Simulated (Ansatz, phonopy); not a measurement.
# KI (Fm-3m): thermal expansion from first principles, part 2 of 3

Wanted: α(T), C_P(T) and B(T) of KI in the quasi-harmonic approximation.

Measurements to reproduce:
- volume expansion coefficient 113.7 1e-6/K near room temperature (given in “Descriptors for thermal expansion in solids”, 2017, arXiv:1701.03966)

Ansatz 0.2.0; DFT r2SCAN, scalar-relativistic, plane waves, PAW (the session's first sound run).

So far, principal linear expansion coefficients at 298 K (× 1e-6/K): step 5 (phonons on strained cells, cutoff 580 eV, functional r2SCAN) 49.7.

## (6) Free-energy fit

This step: DFT r2SCAN, scalar-relativistic, plane waves, PAW (phonopy 4.10.0).

Numbers from this step:

```yaml
volume_expansion_coefficient_at_300_k: 149.5 1e-6/K
isothermal_bulk_modulus_at_300_k: 9.79 GPa
c_p_at_300_k: 26.53 J/mol-atom/K
grueneisen_parameter_at_300_k: 1.659
```

The energy (each curve on its own zero) by volume; values in meV/atom:

```
volume (Å³/atom)  static  F at 0 K  F at 300 K  F at 500 K
           44.61       0      1.11        5.87        9.69
           45.28    0.39      1.13         4.4        7.02
           46.27    2.27      2.47        3.51        4.32
           47.13    4.99      4.74        3.81        3.04
           48.00    8.69      8.01        5.01        2.61
           48.89    13.3      12.2        7.06        2.96
```

Phonopy-qha, vinet fit of F(V) at each temperature. Qha vinet, by row:

```
T (K)  fitted volume (Å³/atom)  alpha_V (1e-6/K)  B_T (GPa)  C_P (J/mol-atom/K)  Grueneisen
   75                    45.09             97.04      11.75               21.07       1.492
  100                    45.21             110.2      11.55               22.94       1.545
  125                    45.34             118.1      11.35               23.94       1.571
  150                    45.48             123.8      11.14               24.58       1.589
  175                    45.63             128.6      10.93               25.03       1.602
  200                    45.77             132.8      10.71               25.39       1.614
  225                    45.93             136.9      10.49                25.7       1.625
  250                    46.09               141      10.26               25.99       1.637
  275                    46.25             145.2      10.03               26.26       1.648
  300                    46.42             149.5       9.79               26.53       1.659
  325                     46.6               154       9.55                26.8       1.671
  350                    46.78             158.9       9.31               27.08       1.683
  375                    46.97               164       9.06               27.37       1.696
  400                    47.17             169.6        8.8               27.68        1.71
  425                    47.37             175.6       8.54               28.02       1.724
  450                    47.58             182.1       8.27               28.38       1.738
  475                    47.81             189.2          8               28.77       1.754
```

Table of volume expansion coefficient by temperature; values in 1e-6/K:

```
temperature (K)  phonopy-qha, Vinet  Ansatz's own study
             75                97.0                98.8
            100                 110                 111
            125                 118                 118
            150                 124                 124
            175                 129                 129
            200                 133                 133
            225                 137                 137
            250                 141                 141
            275                 145                 145
            300                 149                 149
            325                 154                 154
            350                 159                 159
            375                 164                 164
            400                 170                 169
            425                 176                 175
            450                 182                 182
            475                 189                 189
```

The fit gives a volume expansion of 149 × 10⁻⁶/K at 300 K, against 149 at 298 K from the study itself, whose static fit uses more cells.

## (7) Relaxing at another setting

The functional, the potentials or the cutoff change, so the crystal is relaxed again at the new setting.

This step: DFT LDA, spin-orbit coupling, plane waves, PAW (Ansatz 0.2.0).

Input file input.yaml:

```yaml
crystal:
  lattice:
    - [0.0, 3.5459628246, 3.5459628246]
    - [3.5459628246, 0.0, 3.5459628246]
    - [3.5459628246, 3.5459628246, 0.0]
  atoms:
    - { symbol: K, position: [0.0, 0.0, 0.0] }
    - { symbol: I, position: [0.5, 0.5, 0.5] }
kpoints:
  mp_grid: { grid: [8, 8, 8] }
hamiltonian:
  xc: lda
  pseudopotentials: { kind: paw_fr }
scf:
  occupations: { method: fixed }
  lower_state_search: "off"
output:
  forces: true
  stress: true
  eigenvalues: true
magnetization:
  noncollinear: true
  spin_orbit: true
relax:
  adjacent_minimum: "off"
  f_tol: 0.001
  max_steps: 60
  cell: { stress_tol: 0.01 }
```

Launch:

```
$ ansatz run input.yaml --threads 4 --pin off --max-ram 16384MiB --backend cpu --events-out ev --progress --plain --runs-dir out
```

Elapsed: 24 s, on 4 threads of Arm Neoverse V1, shared host; peak memory 0.64 GiB.

Step by step:

```
step  energy less that of the first step (eV)  largest force component (eV/Å)  pressure (GPa)  volume (Å³)
   1                                   0.0000                          0.0000           -1.39        89.17
   2                                  -0.0300                          0.0000           -0.95        85.16
   3                                  -0.0476                          0.0000            0.35        77.69
   4                                  -0.0491                          0.0000           -0.05        79.57
   5                                  -0.0492                          0.0000            0.00        79.34
  6*                                  -0.0483                          0.0000           -0.01        79.34
```

Relaxation steps marked * repeat the geometry before them on a plane-wave basis chosen anew for their cell, so energy and pressure can jump there.

The run keeps the 48 symmetry operations that it works with, so distortions that break them were not tested.

```
conventional cell, symmetrised  before  after   change
                         a (Å)   7.092  6.821   -3.8 %
                         b (Å)   7.092  6.821   -3.8 %
                         c (Å)   7.092  6.821   -3.8 %
              volume (Å³/atom)   44.59  39.67  -11.0 %
```

The relaxed structure:

```xyz
2
Lattice="0.0000 3.4105 3.4105 3.4105 0.0000 3.4105 3.4105 3.4105 0.0000" Properties=species:S:1:pos:R:3 pbc="T T T"
K     0.0000    0.0000    0.0000
I     3.4105    3.4105    3.4105
```

Numbers from this step:

```
pressure          : -0.007201 GPa
gap on the k-mesh : 3.528 eV
volume per atom   : 39.67 Å³/atom
```

The residual pressure is -0.0072 GPa, small enough for phonons.

## (8) The quasi-harmonic study, cutoff 487.2 eV

Thermal expansion follows from how the free energy of the vibrations (and of the electrons in a metal) changes with strain, so the program makes strained cells, their phonons and a fit in one run.

input.yaml, the sections that differ from step 7:

```yaml
crystal:
  lattice:
    - [0.0, 3.4104968315, 3.4104968315]
    - [3.4104968315, 0.0, 3.4104968315]
    - [3.4104968315, 3.4104968315, 0.0]
  atoms:
    - { symbol: K, position: [0.0, 0.0, 0.0] }
    - { symbol: I, position: [0.5, 0.5, 0.5] }
output:
  eigenvalues: true
phonons:
  method: dfpt
  qmesh: [2, 2, 2]
  temperatures: { t_max: 500.0, t_step: 25 }
  thermal_expansion: {}
# kpoints, hamiltonian, scf, magnetization: as in step 7
# relax: removed
```

Elapsed: 20 min, on 4 threads; peak memory 2.4 GiB; 77 min of CPU time.

Numbers from this step:

```yaml
pressure: -0.007001 GPa
volume_expansion_coefficient_at_298_k: 121.6 1e-6/K
c_p_at_298_k: 26.02 J/mol-atom/K
entropy_at_298_k: 52.42 J/mol-atom/K
isothermal_bulk_modulus_at_298_k: 13.06 GPa
grueneisen_parameter_at_298_k: 1.595
volume_at_298_k: 41.00 Å³/atom
principal_linear_expansion_coefficients_at_298_k: 40.55, 40.55, 40.55 1e-6/K
```

Strained cells of the study; zero-point energy where phonons were solved; the pressures are stresses at a fixed cutoff and can carry an offset from the finite basis. Expansion cells, by row:

```
cell  |a| (Å)  |b| (Å)  |c| (Å)  V (Å³/atom)  E - E_lowest (meV/atom)  pressure, compression positive (GPa)  gap (eV)  zero-point energy (meV/atom)
   1    4.823    4.823    4.823        39.67                        0                                -0.013     3.528                             -
   2    4.862    4.862    4.862        40.63                    1.141                                -0.371     3.468                             -
   3    4.785    4.785    4.785        38.73                     1.11                                  0.39     3.591                             -
   4    4.823    4.823    4.823        39.66                        0                                 -0.01     3.529                          15.4
   5    4.847    4.847    4.847        40.26                     0.45                                -0.239      3.49                         14.98
   6    4.885    4.885    4.885        41.21                    2.822                                -0.564     3.433                         14.35
   7    4.916    4.916    4.916        42.01                    6.199                                -0.801     3.387                         13.84
   8    4.948    4.948    4.948        42.82                    10.79                                -1.016     3.342                         13.33
   9    4.775    4.775    4.775        38.49                    1.784                                 0.502     3.608                             -
  10    4.799    4.799    4.799        39.07                    0.431                                 0.237     3.568                             -
  11    4.987    4.987    4.987        43.86                    18.11                                -1.253     3.289                             -
```

(Part 2 of 3 ends here.)

[Logs are printed without paths, hosts, clocks, repeated set-up lines and the standing remarks that a program may print on its own settings, such as how far it seeks lower states.]

[Hosts, paths, dates, database ids (printed as entryN), source tags and the programs' standing remarks are cut or masked in the printed files.]

[A step with changed settings may run another functional than the one named; its input shows which.]
